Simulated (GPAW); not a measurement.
# Near-edge structure at the Cu K edge of ZrCuSiP (P4/nmm), part 2 of 2

What does one-electron theory with a core hole give for the Cu K edge of ZrCuSiP (P4/nmm)?

GPAW 26.7.0; X-ray absorption from dipole matrix elements to empty bands, plane-wave PAW LDA.

So far. Step 5 (Spectrum with XCH, Cu atom 3): Main maxima below 30 eV (height): 6.4 eV (1.46), 19.0 eV (1.28) and 26.6 eV (1.30).  Step 5 (Spectrum with XCH, Cu atom 3): The total-energy difference is 8992.33 eV. One term is added: -29.79 eV, since the hole is spin-paired here and a spin-polarised one costs that much less in the free atom (computed apart). The photon energy is then 8962.53 eV. The tabulated edge of the element is 8979 eV.

### 6. Spectrum with FCH, Cu atom 3

The holes are 5.1 Å apart. In GPAW the data set carries the hole's charge, so charge=0 means a charged cell and charge=-1 a neutral one. The excited electron is left out and a uniform background balances the charge. After the field has converged, empty bands are computed with the density fixed and the dipole matrix elements are summed.

Changed against the first core-hole run: core hole to FCH.

Input file xas.py:

```python
import numpy as np
from ase import Atoms
from ase.parallel import parprint, paropen
from gpaw import GPAW, PW, FermiDirac, Mixer, MixerDif, setup_paths
from gpaw.test import gen
setup_paths.insert(0, '.')
gen('Cu', name='fch1s', xcname='LDA', corehole=(1, 0, 1), write_xml=True)
from gpaw.mpi import world
world.barrier()

atoms = Atoms('Zr4Cu4P4Si4',
    cell=[[-3.593484, 3.593484, 0],
     [-3.593484, -3.593484, 0],
     [3.593484, 0, 9.526377]],
    scaled_positions=[[0.8643085, 0.8643085, 0.228617],
     [0.3643085, 0.3643085, 0.228617],
     [0.6356915, 0.1356915, 0.771383],
     [0.1356915, 0.6356915, 0.771383],
     [0.25, 0.25, 0.5],
     [0.75, 0.75, 0.5],
     [0.25, 0.75, 0.5],
     [0.75, 0.25, 0.5],
     [0.0859065, 0.0859065, 0.671813],
     [0.5859065, 0.5859065, 0.671813],
     [0.4140935, 0.9140935, 0.328187],
     [0.9140935, 0.4140935, 0.328187],
     [0, 0, 0],
     [0.5, 0.5, 0],
     [0, 0.5, 0],
     [0.5, 0, 0]],
    pbc=True)
atoms.calc = calc = GPAW(legacy_gpaw=True, mode=PW(430, force_complex_dtype=True), xc='LDA', setups={4: 'fch1s'},
    kpts={'size': (5, 5, 5), 'gamma': True}, occupations=FermiDirac(0.1),
    charge=0, mixer=Mixer(0.1, 5, 50), maxiter=150,
    convergence={'density': 0.0001, 'eigenstates': 1e-6}, txt='scf.txt')
energy = atoms.get_potential_energy() + calc.get_reference_energy()
ef = calc.get_fermi_level()
out = dict(energy=energy, fermi=ef, forces=atoms.get_forces().tolist())
parprint(f'all-electron energy {energy:.4f} eV, Fermi level {ef:.4f} eV')
ev = np.array([[calc.get_eigenvalues(k, s) for k in range(len(calc.get_ibz_k_points()))] for s in range(calc.get_number_of_spins())])
out['homo'], out['lumo'], out['counts'] = ev[ev < ef].max(), ev[ev > ef].min(), sorted(set((ev < ef).sum((0, 2)).tolist()))
out['filled'] = (ev[:, 0] < ef).sum(1).tolist()

from ase.units import Ha
from gpaw.xas import dipole_matrix_elements
nb = int(calc.get_number_of_electrons() / 2) + 169
top, nb = nb, nb + 8 + nb // 12
nscf = calc.fixed_density(kpts={'size': (5, 5, 5), 'gamma': True}, nbands=nb,
    convergence={'bands': top, 'eigenstates': 5e-3}, maxiter=60, txt='nscf.txt')
cell = atoms.cell.array
ops = [cell.T @ U.T @ np.linalg.inv(cell.T) for U in nscf.wfs.kd.symmetry.op_scc]
E = np.arange(-6, 34, 0.1)
fwhm = np.interp(E, [4, 25], [1.55, 3.5])
Y, X, zero, highest = 0, 0, 1e9, 1e9
for spin in range(nscf.get_number_of_spins()):
    wfs = nscf.wfs
    mine = wfs.bd.get_slice()  # this rank's bands
    A = dipole_matrix_elements(wfs.setups[4])
    eps = np.zeros((wfs.kd.nibzkpts, nb))
    d = np.zeros((3, A.shape[1], wfs.kd.nibzkpts, nb), complex)
    for kpt in wfs.kpt_u:
        if kpt.s == spin and 4 in kpt.P_ani:
            eps[kpt.k, mine] = kpt.eps_n * Ha
            d[:, :, kpt.k, mine] = (kpt.weight * wfs.nspins / 2) ** 0.5 * np.inner(A, kpt.P_ani[4])
    world.sum(eps)
    world.sum(d)
    T = np.einsum('amkn,bmkn->abkn', d, d.conj()).real
    T = sum(np.einsum('ai,ijkn,bj->abkn', R, T, R) for R in ops) / len(ops)
    empty = eps > ef
    zero, highest = min(zero, eps[empty].min()), min(highest, eps[:, top - 1].min())
    lines = [(eps, T, empty)] if spin == 0 else lines + [(eps, T, empty)]
for eps, T, empty in lines:
    f = np.einsum('aakn->akn', T).reshape(3, -1)
    x = eps.ravel() - zero
    w = np.interp(x, E, fwhm) / 2.35482
    g = np.exp(-0.5 * ((E[:, None] - x) / w) ** 2) / (w * (2 * np.pi) ** 0.5)
    Y = Y + (f * empty.ravel()) @ g.T
    X = X + (f * ~empty.ravel()) @ g.T
out.update(E=E.round(2).tolist(), xas=Y.tolist(), xes=X.tolist(), zero=zero, valid=highest - zero, nk=len(eps), nb=nb)
for i in range(0, len(E), 10):
    parprint(f'{E[i]:7.2f}', *(f'{v:10.3e}' for v in Y[:, i]))
import json
with paropen('out.json', 'w') as f:
    json.dump(out, f)
```

Command:

```console
$ OMP_NUM_THREADS=1 mpirun -n 4 gpaw python xas.py
```

Run time: 8 min. Hardware: 4 MPI ranks of Intel Xeon Platinum 8488C (Sapphire Rapids), shared host; peak memory 0.84 GiB.

```
E (eV)  first run  this run
  -2.0       0.00      0.00
  -1.0       0.02      0.02
   0.0       0.15      0.14
   1.0       0.33      0.30
   2.0       0.45      0.44
   3.0       0.49      0.46
   4.0       0.77      0.73
   5.0       0.98      0.94
   6.0       1.39      1.34
   7.0       1.38      1.44
   8.0       1.16      1.21
   9.0       1.05      1.08
  10.0       0.99      1.01
  11.0       1.00      1.00
  12.0       1.01      1.01
  13.0       1.04      1.04
  14.0       1.11      1.11
  15.0       1.17      1.18
  16.0       1.19      1.20
  17.0       1.19      1.20
  18.0       1.24      1.25
  19.0       1.28      1.29
  20.0       1.24      1.27
  21.0       1.14      1.17
  22.0       1.06      1.08
  23.0       1.04      1.05
  24.0       1.09      1.09
  25.0       1.20      1.19
  26.0       1.28      1.29
  27.0       1.30      1.32
  28.0       1.22      1.26
  29.0       1.08      1.12
  30.0       0.92      0.95
  31.0       0.78      0.81
```

Against the first run the r.m.s. difference is 2 %. The highest intensity below 24 eV goes from 6.4 eV (1.46) to 6.6 eV (1.47).

The photon energy of the zero moves by -0.05 eV.

### 7. With and without the hole

Both curves are counted from their own zero, so only the shift of weight within the empty states shows.

```
E (eV)  no hole   XCH
  -2.0     0.00  0.00
  -1.0     0.01  0.02
   0.0     0.12  0.15
   1.0     0.26  0.33
   2.0     0.38  0.45
   3.0     0.39  0.49
   4.0     0.55  0.77
   5.0     0.75  0.98
   6.0     1.05  1.39
   7.0     1.35  1.38
   8.0     1.34  1.16
   9.0     1.17  1.05
  10.0     1.08  0.99
  11.0     1.03  1.00
  12.0     1.07  1.01
  13.0     1.10  1.04
  14.0     1.11  1.11
  15.0     1.20  1.17
  16.0     1.29  1.19
  17.0     1.31  1.19
  18.0     1.32  1.24
  19.0     1.40  1.28
  20.0     1.46  1.24
  21.0     1.38  1.14
  22.0     1.24  1.06
  23.0     1.17  1.04
  24.0     1.19  1.09
  25.0     1.28  1.20
  26.0     1.41  1.28
  27.0     1.52  1.30
  28.0     1.56  1.22
  29.0     1.46  1.08
  30.0     1.27  0.92
  31.0     1.05  0.78
```

With each curve scaled to its own mean, the area from −2 to 6 eV with the hole is 3.9 against 2.9, and the centre of weight from −1 to 20 eV moves by -0.5 eV: the hole pulls the absorber's empty states down.

### 8. What came out

* absorber and edge: Cu K, atom 3 of the ground-state input (counted from 1)
* surroundings: 4 P at 2.43 Å and 4 Cu at 2.54 Å (8-fold, site symmetry -4m2)
* highest intensity below 24 eV: 6.4 eV above the zero, height 1.46
* photon energy of the zero, with the added terms: 8962.5 eV (raw 8992.3 eV; LDA puts this hole about 18 eV below PBE, itself good to a few eV)

**Reading.** The Cu K edge of atom 3, with 4 P at 2.43 Å and 4 Cu at 2.54 Å (8-fold, site symmetry -4m2), has its highest intensity of the first 24 eV at 6.4 eV above the zero, near 8969 eV in photon energy (LDA puts this hole about 18 eV below PBE, itself good to a few eV), 1.5 times the mean level of the first 20 eV (Gaussian full width 1.55 eV up to 4 eV, rising linearly to 3.5 eV at 25 eV). With each curve scaled to its own mean, the area from −2 to 6 eV with the hole is 3.9 against 2.9, and the centre of weight from −1 to 20 eV moves by -0.5 eV: the hole pulls the absorber's empty states down. Changing the core hole to FCH alters the shape by 2 % r.m.s., so the result is insensitive to this choice. At the Cu K edge of atom 3 polarisation matters most near 7.0 eV, where the curves differ by 0.6 on this scale. The script folds with a Gaussian, whereas the core hole's own line is a Lorentzian, so the onset is too steep and the first peak too high. The holes are only 5.1 Å apart, so the shape is probably not converged with cell size; no larger cell was run here. Lifetime broadening is put in by hand, and intensities beyond about 20 eV depend on it and on the partial waves. The structure is a computed Materials Project entry and may be a hypothetical form.

[Logs are printed without paths, hosts, clocks, repeated set-up lines and the standing remarks that a program may print on its own settings, such as how far it seeks lower states.]

[Hosts, paths, dates, database ids (printed as entryN), source tags and the programs' standing remarks are cut or masked in the printed files.]

[Lists of maxima count a maximum above −3 eV only where it reaches 4 % of the highest in the window and stands out from its surroundings by 2 % of it (1.5 % where it reaches 55 %); shoulders and weaker maxima are passed over, and of the rest the first, up to two pre-edge ones and the few strongest are named.]
